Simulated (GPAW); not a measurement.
## Conductance along a series: a Pt chain with one bond drawn out

Wanted: the trend of the zero-bias conductance over a family of junctions, a Pt chain with one bond drawn out.

Main program and level: GPAW 26.7.0; GPAW LCAO, PAW setups; Landauer transmission from Green's functions with principal layers (ASE), zero bias.

Report form: the programs' logs are mostly left out.

### 1. The structure

The cell holds 14 atoms: 14 Pt. Cell: a = 9.000 Å, b = 9.000 Å, c = 33.800 Å, α = 90.0°, β = 90.0°, γ = 90.0°. Regions: left lead, 7 atoms (7 Pt); right lead, 7 atoms (7 Pt). Vacuum lies along a and b. The structure is stacked along c, and the current runs across the ab planes.

### 2. Member of the series, stretch 0.2 Å

The structure changes from member to member while basis and functional stay, so that the trend is less open to errors of the level than any single value.

Input file run.py:

```python
import json
import numpy as np
from ase import Atoms
from ase.transport.calculators import TransportCalculator
from gpaw import GPAW, FermiDirac
from gpaw.lcao.tools import get_lcao_hamiltonian
from scipy.linalg import eigh

# The junction with lead layers at both ends, along the third cell vector
device = Atoms(
    ['Pt', 'Pt', 'Pt', 'Pt', 'Pt', 'Pt', 'Pt', 'Pt', 'Pt', 'Pt', 'Pt', 'Pt', 'Pt', 'Pt'],
    positions=[
        [4.50000, 4.50000, 1.20000],
        [4.50000, 4.50000, 3.60000],
        [4.50000, 4.50000, 6.00000],
        [4.50000, 4.50000, 8.40000],
        [4.50000, 4.50000, 10.80000],
        [4.50000, 4.50000, 13.20000],
        [4.50000, 4.50000, 15.60000],
        [4.50000, 4.50000, 18.20000],
        [4.50000, 4.50000, 20.60000],
        [4.50000, 4.50000, 23.00000],
        [4.50000, 4.50000, 25.40000],
        [4.50000, 4.50000, 27.80000],
        [4.50000, 4.50000, 30.20000],
        [4.50000, 4.50000, 32.60000]],
    cell=[[9.0, 0.0, 0.0], [0.0, 9.0, 0.0], [0.0, 0.0, 33.8]],
    pbc=True)

# One principal layer of the lead: the first 5 atoms of the device
lead = Atoms(
    ['Pt', 'Pt', 'Pt', 'Pt', 'Pt'],
    positions=[
        [4.50000, 4.50000, 1.20000],
        [4.50000, 4.50000, 3.60000],
        [4.50000, 4.50000, 6.00000],
        [4.50000, 4.50000, 8.40000],
        [4.50000, 4.50000, 10.80000]],
    cell=[[9.0, 0.0, 0.0], [0.0, 9.0, 0.0], [0.0, 0.0, 12.0]],
    pbc=True)

settings = dict(mode='lcao', basis='dzp', xc='PBE', h=0.2,
                occupations=FermiDirac(0.1), maxiter=250,
                mixer=dict(beta=0.1, nmaxold=8, weight=100.0),
                convergence=dict(density=0.0001))
energies = np.arange(-2, 2 + 1e-9, 0.05)
eta = 0.0001
n1, n2 = 1, 1
# k and -k transmit alike, so half of the mesh across the current serves
mesh = [(i, j) for i in range(n1) for j in range(n2) if (i, j) <= (-i % n1, -j % n2)]
weights = np.array([1 if (i, j) == (-i % n1, -j % n2) else 2 for i, j in mesh]) / (n1 * n2)

# [... helper functions left out ...]
fermi_lead = ground_state(lead, (1, 1, 10), 'lead.txt')
fermi_device = ground_state(device, (1, 1, 3), 'device.txt')
# [... loop over the mesh left out, but for ...]
        # Shift the lead onto the potential of the device's first layer
        shift = ((H[:, 0, 0] - H0[:, 0, 0]) / S0[0, 0]).real.mean()
# [...]
kT = 8.617333e-5 * 77
bias = [0.1, 0.2, 0.5, 1.0, 1.5, 2.0]
# [... integrals and printing left out ...]
```

Launch:

```sh
> OMP_NUM_THREADS=1 OPENBLAS_NUM_THREADS=1 python run.py
```

Wall time 1.9 min (1 thread of Arm Neoverse V2, shared host); peak memory 1.3 GiB.

Numbers from this step:

| Quantity | Value |
| --- | --- |
| conductance | 3.882 G₀ |
| largest coupling past the next principal layer | 8.09e-6 eV |
| largest misfit of the first principal layer | 0.1244 eV |
| shift that aligns the lead | -2.54e-4 eV |
| basis functions of the junction | 378 |
| basis functions of a principal layer | 135 |
| transmission at the Fermi level (one spin) | 3.882 |

One spin. Table of transmission, zone mean by energy, zero at the Fermi level:

energy (eV), transmission, zone mean and a bar from the least value:
```
    -2.00       2.58 ##########
    -1.85       2.62 ##########
    -1.70       2.67 ###########
    -1.60       2.70 ###########
    -1.45       3.02 #############
    -1.30       3.24 ##############
    -1.15       3.61 #################
    -1.05       3.92 ##################
    -0.90       4.36 #####################
    -0.75       4.82 ########################
    -0.60       5.32 ###########################
    -0.50       5.52 #############################
    -0.40       5.74 ##############################
    -0.35       5.49 ############################
    -0.20       3.85 ##################
    -0.05       3.88 ##################
     0.00       3.88 ##################
     0.05       3.88 ##################
     0.20       3.78 ##################
     0.35       2.88 ############
     0.50       2.81 ###########
     0.60       2.69 ###########
     0.75       1.00 
     0.90       1.00 
     1.05       1.00 
     1.15       1.00 
     1.30       1.00 
     1.45       1.00 
     1.60       1.00 
     1.70       1.00 
     1.85       1.00 
     2.00       1.00
```

Not self-consistent under bias; the bias window is split evenly. Current through one cell, from the zero-bias transmission against bias:

```tsv
bias (V)	current through one cell, from the zero-bias transmission (mA)
0.100	0.0301
0.200	0.0601
0.500	0.149
1.000	0.311
1.500	0.458
2.000	0.563
```

Table of transmission of the three most open eigenchannels by energy, zero at the Fermi level:

```tsv
energy (eV)	channel 1	channel 2	channel 3
-2.00	0.950	0.814	0.814
-1.85	0.954	0.835	0.835
-1.70	0.958	0.854	0.854
-1.60	0.964	0.866	0.866
-1.45	0.973	0.882	0.882
-1.30	0.976	0.895	0.895
-1.15	0.979	0.904	0.904
-1.05	0.980	0.909	0.909
-0.90	0.981	0.916	0.916
-0.75	0.983	0.925	0.925
-0.60	0.984	0.936	0.936
-0.50	0.986	0.944	0.944
-0.35	0.989	0.955	0.955
-0.20	0.992	0.963	0.963
-0.05	0.993	0.967	0.967
0.00	0.992	0.967	0.967
0.05	0.992	0.966	0.966
0.20	0.993	0.959	0.959
0.35	0.995	0.943	0.943
0.50	0.995	0.908	0.908
0.60	0.995	0.850	0.850
0.75	0.995	1.2e-6	8.9e-8
0.90	0.995	1.2e-6	2.6e-11
1.05	0.996	1.2e-6	0
1.15	0.996	1.2e-6	0
1.30	0.996	1.3e-6	0
1.45	0.996	1.3e-6	0
1.60	0.996	1.3e-6	0
1.70	0.997	1.3e-6	0
1.85	0.997	1.3e-6	0
2.00	0.997	1.4e-6	0
```

Couplings past the next layer reach 8.1e-6 eV, small enough to drop; the matrix elements of the cell's first layer differ from the bulk lead's by up to 0.12 eV. That layer keeps its own values in the calculation, and only beyond it is the lead taken as perfect. The Fermi levels of lead and junction count from different zeros of potential, one for each periodic cell; with both set to zero, the small remaining shift is what aligns them. Without spin-orbit coupling, which is large for these atoms, channel counts and T are those of the scalar-relativistic bands. By hand: G = 3.882 × 77.48 μS = 301 μS, a resistance of 3.32 kΩ; at 0.1 V a linear junction would pass 30.1 μA, and the integral over the bias window gives 30.1 μA.

### 3. Junction: stretch = 0.5

The cell differs from the one that the last finished run ended in (c 33.800 → 34.100 Å).

run.py: that of step 2 with these lines changed.

```diff
@@ -19,10 +19,10 @@
         [4.50000, 4.50000, 15.60000],
-        [4.50000, 4.50000, 18.20000],
-        [4.50000, 4.50000, 20.60000],
-        [4.50000, 4.50000, 23.00000],
-        [4.50000, 4.50000, 25.40000],
-        [4.50000, 4.50000, 27.80000],
-        [4.50000, 4.50000, 30.20000],
-        [4.50000, 4.50000, 32.60000]],
-    cell=[[9.0, 0.0, 0.0], [0.0, 9.0, 0.0], [0.0, 0.0, 33.8]],
+        [4.50000, 4.50000, 18.50000],
+        [4.50000, 4.50000, 20.90000],
+        [4.50000, 4.50000, 23.30000],
+        [4.50000, 4.50000, 25.70000],
+        [4.50000, 4.50000, 28.10000],
+        [4.50000, 4.50000, 30.50000],
+        [4.50000, 4.50000, 32.90000]],
+    cell=[[9.0, 0.0, 0.0], [0.0, 9.0, 0.0], [0.0, 0.0, 34.1]],
     pbc=True)
```

Wall time 2 min (1 thread); peak memory 1.4 GiB.

This step gave:

```
conductance                                 : 3.195 G₀
largest misfit of the first principal layer : 0.2709 eV
shift that aligns the lead                  : -0.002097 eV
transmission at the Fermi level (one spin)  : 3.198
```

One spin. Transmission, zone mean against energy, zero at the Fermi level:

energy (eV), transmission, zone mean and a bar from the least value:
```
    -2.00       1.30 ###
    -1.85       1.38 ###
    -1.70       1.48 ####
    -1.60       1.56 #####
    -1.45       1.72 ######
    -1.30       1.85 #######
    -1.15       2.01 ########
    -1.05       2.12 #########
    -0.90       2.27 ##########
    -0.75       2.46 ############
    -0.60       2.79 ##############
    -0.50       2.99 ################
    -0.35       4.78 ##############################
    -0.20       3.03 ################
    -0.05       3.19 ##################
     0.00       3.20 ##################
     0.05       3.17 #################
     0.20       2.83 ###############
     0.35       2.27 ##########
     0.50       2.02 ########
     0.60       1.76 ######
     0.75       0.96 
     0.90       0.96 
     1.05       0.96 
     1.15       0.96 
     1.30       0.97 
     1.45       0.97 
     1.60       0.97 
     1.70       0.97 
     1.85       0.97 
     2.00       0.98
```

Not self-consistent under bias; the bias window is split evenly. Table of current through one cell, from the zero-bias transmission by bias:

```tsv
bias (V)	current through one cell, from the zero-bias transmission (μA)
0.100	24.7
0.200	49.1
0.500	118
1.000	235
1.500	318
2.000	382
```

Table of transmission of the three most open eigenchannels by energy, zero at the Fermi level:

```tsv
energy (eV)	channel 1	channel 2	channel 3
-2.00	0.715	0.290	0.290
-1.85	0.733	0.324	0.324
-1.70	0.756	0.362	0.362
-1.60	0.783	0.388	0.388
-1.45	0.823	0.429	0.429
-1.30	0.843	0.465	0.465
-1.15	0.865	0.495	0.495
-1.05	0.872	0.512	0.512
-0.90	0.878	0.536	0.536
-0.75	0.887	0.567	0.567
-0.60	0.900	0.608	0.608
-0.50	0.911	0.642	0.642
-0.35	0.982	0.980	0.932
-0.20	0.948	0.745	0.745
-0.05	0.951	0.769	0.769
0.00	0.949	0.770	0.770
0.05	0.948	0.767	0.767
0.20	0.954	0.731	0.731
0.35	0.959	0.655	0.655
0.50	0.960	0.532	0.532
0.60	0.960	0.400	0.400
0.75	0.961	8.9e-7	1.8e-8
0.90	0.962	9.0e-7	9.0e-12
1.05	0.963	9.1e-7	0
1.15	0.964	9.2e-7	0
1.30	0.965	9.3e-7	0
1.45	0.967	9.5e-7	0
1.60	0.969	9.6e-7	0
1.70	0.971	9.7e-7	0
1.85	0.973	9.8e-7	0
2.00	0.975	1.0e-6	0
```

The conductance, 3.19 G₀, lies 18 % below that of the member before. The first layer now differs from the lead by 0.27 eV after a shift of -0.0021 eV, a far poorer match of lead and junction than at the start, whatever the conductance shows.

### 4. Member of the series: stretch = 0.8

The cell differs from the one that the last finished run ended in (c 34.100 → 34.400 Å).

run.py: that of step 3 with these lines changed.

```diff
@@ -19,10 +19,10 @@
         [4.50000, 4.50000, 15.60000],
-        [4.50000, 4.50000, 18.50000],
-        [4.50000, 4.50000, 20.90000],
-        [4.50000, 4.50000, 23.30000],
-        [4.50000, 4.50000, 25.70000],
-        [4.50000, 4.50000, 28.10000],
-        [4.50000, 4.50000, 30.50000],
-        [4.50000, 4.50000, 32.90000]],
-    cell=[[9.0, 0.0, 0.0], [0.0, 9.0, 0.0], [0.0, 0.0, 34.1]],
+        [4.50000, 4.50000, 18.80000],
+        [4.50000, 4.50000, 21.20000],
+        [4.50000, 4.50000, 23.60000],
+        [4.50000, 4.50000, 26.00000],
+        [4.50000, 4.50000, 28.40000],
+        [4.50000, 4.50000, 30.80000],
+        [4.50000, 4.50000, 33.20000]],
+    cell=[[9.0, 0.0, 0.0], [0.0, 9.0, 0.0], [0.0, 0.0, 34.4]],
     pbc=True)
```

Run time: 2 min. Hardware: 1 thread; peak memory 1.3 GiB.

The conductance, 2.14 G₀, lies 33 % below that of the member before. The first layer now differs from the lead by 0.36 eV after a shift of -0.0043 eV, a far poorer match of lead and junction than at the start, whatever the conductance shows.

### 5. Member of the series: stretch = 1.2

The cell differs from the one that the last finished run ended in (c 34.400 → 34.800 Å).

run.py: that of step 4 with these lines changed.

```diff
@@ -19,10 +19,10 @@
         [4.50000, 4.50000, 15.60000],
-        [4.50000, 4.50000, 18.80000],
-        [4.50000, 4.50000, 21.20000],
-        [4.50000, 4.50000, 23.60000],
-        [4.50000, 4.50000, 26.00000],
-        [4.50000, 4.50000, 28.40000],
-        [4.50000, 4.50000, 30.80000],
-        [4.50000, 4.50000, 33.20000]],
-    cell=[[9.0, 0.0, 0.0], [0.0, 9.0, 0.0], [0.0, 0.0, 34.4]],
+        [4.50000, 4.50000, 19.20000],
+        [4.50000, 4.50000, 21.60000],
+        [4.50000, 4.50000, 24.00000],
+        [4.50000, 4.50000, 26.40000],
+        [4.50000, 4.50000, 28.80000],
+        [4.50000, 4.50000, 31.20000],
+        [4.50000, 4.50000, 33.60000]],
+    cell=[[9.0, 0.0, 0.0], [0.0, 9.0, 0.0], [0.0, 0.0, 34.8]],
     pbc=True)
```

Wall time 2.1 min (1 thread); peak memory 1.4 GiB.

One spin. The transmission, zone mean by energy, zero at the Fermi level:

energy (eV), transmission, zone mean and a bar from the least value:
```
    -2.00       0.20 
    -1.85       0.22 
    -1.70       0.24 #
    -1.60       0.27 ##
    -1.45       0.34 ###
    -1.30       0.40 ####
    -1.15       0.47 ######
    -1.05       0.50 ######
    -0.90       0.53 #######
    -0.75       0.56 ########
    -0.60       0.63 #########
    -0.50       0.70 ###########
    -0.35       0.86 ##############
    -0.30       1.64 ##############################
    -0.20       0.96 ################
    -0.05       1.05 ##################
     0.00       1.05 ##################
     0.05       1.04 ##################
     0.20       0.95 ################
     0.35       0.86 ##############
     0.50       0.79 ############
     0.60       0.74 ###########
     0.75       0.66 ##########
     0.90       0.67 ##########
     1.05       0.68 ##########
     1.15       0.68 ##########
     1.30       0.69 ##########
     1.45       0.71 ###########
     1.60       0.72 ###########
     1.70       0.73 ###########
     1.85       0.75 ############
     2.00       0.77 ############
```

The conductance, 1.05 G₀, lies 51 % below that of the member before. The first layer now differs from the lead by 0.42 eV after a shift of -0.0062 eV, a far poorer match of lead and junction than at the start, whatever the conductance shows.

### 6. Junction: stretch = 1.6

The cell differs from the one that the last finished run ended in (c 34.800 → 35.200 Å).

run.py: that of step 5 with these lines changed.

```diff
@@ -19,10 +19,10 @@
         [4.50000, 4.50000, 15.60000],
-        [4.50000, 4.50000, 19.20000],
-        [4.50000, 4.50000, 21.60000],
-        [4.50000, 4.50000, 24.00000],
-        [4.50000, 4.50000, 26.40000],
-        [4.50000, 4.50000, 28.80000],
-        [4.50000, 4.50000, 31.20000],
-        [4.50000, 4.50000, 33.60000]],
-    cell=[[9.0, 0.0, 0.0], [0.0, 9.0, 0.0], [0.0, 0.0, 34.8]],
+        [4.50000, 4.50000, 19.60000],
+        [4.50000, 4.50000, 22.00000],
+        [4.50000, 4.50000, 24.40000],
+        [4.50000, 4.50000, 26.80000],
+        [4.50000, 4.50000, 29.20000],
+        [4.50000, 4.50000, 31.60000],
+        [4.50000, 4.50000, 34.00000]],
+    cell=[[9.0, 0.0, 0.0], [0.0, 9.0, 0.0], [0.0, 0.0, 35.2]],
     pbc=True)
@@ -54,3 +54,3 @@
 fermi_lead = ground_state(lead, (1, 1, 10), 'lead.txt')
-fermi_device = ground_state(device, (1, 1, 3), 'device.txt')
+fermi_device = ground_state(device, (1, 1, 2), 'device.txt')
 # [... loop over the mesh left out, but for ...]
```

Wall time 2.1 min (1 thread); peak memory 1.3 GiB.

The conductance, 0.501 G₀, lies 52 % below that of the member before. The first layer now differs from the lead by 0.45 eV after a shift of -0.0047 eV, a far poorer match of lead and junction than at the start, whatever the conductance shows.

### 7. Member of the series: stretch = 2.0

The cell differs from the one that the last finished run ended in (c 35.200 → 35.600 Å).

run.py: that of step 6 with these lines changed.

```diff
@@ -19,10 +19,10 @@
         [4.50000, 4.50000, 15.60000],
-        [4.50000, 4.50000, 19.60000],
-        [4.50000, 4.50000, 22.00000],
-        [4.50000, 4.50000, 24.40000],
-        [4.50000, 4.50000, 26.80000],
-        [4.50000, 4.50000, 29.20000],
-        [4.50000, 4.50000, 31.60000],
-        [4.50000, 4.50000, 34.00000]],
-    cell=[[9.0, 0.0, 0.0], [0.0, 9.0, 0.0], [0.0, 0.0, 35.2]],
+        [4.50000, 4.50000, 20.00000],
+        [4.50000, 4.50000, 22.40000],
+        [4.50000, 4.50000, 24.80000],
+        [4.50000, 4.50000, 27.20000],
+        [4.50000, 4.50000, 29.60000],
+        [4.50000, 4.50000, 32.00000],
+        [4.50000, 4.50000, 34.40000]],
+    cell=[[9.0, 0.0, 0.0], [0.0, 9.0, 0.0], [0.0, 0.0, 35.6]],
     pbc=True)
```

Wall time 2 min (1 thread); peak memory 1.4 GiB.

One spin. The transmission, zone mean by energy, zero at the Fermi level:

energy (eV), transmission, zone mean and a bar:
```
    -2.00      0.019 
    -1.85      0.021 
    -1.70      0.025 #
    -1.60      0.029 #
    -1.45      0.042 ##
    -1.30      0.053 ###
    -1.15      0.072 #####
    -1.05      0.083 ######
    -0.90      0.089 ######
    -0.75      0.094 #######
    -0.60      0.110 ########
    -0.50      0.129 ##########
    -0.35      0.169 #############
    -0.20      0.208 #################
    -0.05      0.228 ##################
     0.00      0.231 ###################
     0.05      0.234 ###################
     0.20      0.238 ###################
     0.35      0.229 ###################
     0.50      0.225 ##################
     0.60      0.224 ##################
     0.75      0.223 ##################
     0.90      0.231 ###################
     1.05      0.241 ####################
     1.15      0.250 ####################
     1.30      0.264 ######################
     1.45      0.280 #######################
     1.60      0.299 #########################
     1.70      0.312 ##########################
     1.85      0.334 ############################
     2.00      0.359 ##############################
```

The conductance, 0.231 G₀, lies 54 % below that of the member before. The first layer now differs from the lead by 0.45 eV after a shift of -0.0079 eV, a far poorer match of lead and junction than at the start, whatever the conductance shows.

### 8. Member of the series: stretch = 2.6

The cell differs from the one that the last finished run ended in (c 35.600 → 36.200 Å).

run.py: that of step 7 with these lines changed.

```diff
@@ -19,10 +19,10 @@
         [4.50000, 4.50000, 15.60000],
-        [4.50000, 4.50000, 20.00000],
-        [4.50000, 4.50000, 22.40000],
-        [4.50000, 4.50000, 24.80000],
-        [4.50000, 4.50000, 27.20000],
-        [4.50000, 4.50000, 29.60000],
-        [4.50000, 4.50000, 32.00000],
-        [4.50000, 4.50000, 34.40000]],
-    cell=[[9.0, 0.0, 0.0], [0.0, 9.0, 0.0], [0.0, 0.0, 35.6]],
+        [4.50000, 4.50000, 20.60000],
+        [4.50000, 4.50000, 23.00000],
+        [4.50000, 4.50000, 25.40000],
+        [4.50000, 4.50000, 27.80000],
+        [4.50000, 4.50000, 30.20000],
+        [4.50000, 4.50000, 32.60000],
+        [4.50000, 4.50000, 35.00000]],
+    cell=[[9.0, 0.0, 0.0], [0.0, 9.0, 0.0], [0.0, 0.0, 36.2]],
     pbc=True)
```

Wall time 2 min (1 thread); peak memory 1.4 GiB.

One spin. Table of transmission, zone mean by energy, zero at the Fermi level:

```tsv
energy (eV)	transmission, zone mean
-2.00	0.00316
-1.90	0.00346
-1.80	0.00380
-1.70	0.00423
-1.55	0.00814
-1.45	0.00832
-1.35	0.00979
-1.25	0.0125
-1.15	0.0161
-1.05	0.0193
-0.90	0.0210
-0.80	0.0217
-0.70	0.0235
-0.60	0.0270
-0.50	0.0327
-0.40	0.0405
-0.25	0.0534
-0.15	0.0599
-0.05	0.0637
0.00	0.0653
0.05	0.0668
0.15	0.0698
0.25	0.0708
0.40	0.0690
0.50	0.0695
0.60	0.0705
0.70	0.0717
0.80	0.0740
0.90	0.0771
1.05	0.0828
1.15	0.0873
1.25	0.0924
1.35	0.0981
1.45	0.104
1.55	0.111
1.70	0.123
1.80	0.132
1.90	0.142
2.00	0.153
```

The conductance, 0.0653 G₀, lies 72 % below that of the member before. The first layer now differs from the lead by 0.45 eV after a shift of -0.0090 eV, a far poorer match of lead and junction than at the start, whatever the conductance shows.

(Part 1 of 2 ends here.)

[Logs are printed without paths, hosts, clocks, repeated set-up lines and the standing remarks that a program may print on its own settings, such as how far it seeks lower states.]

[Hosts, paths, dates, database ids (printed as entryN), source tags and the programs' standing remarks are cut or masked in the printed files.]
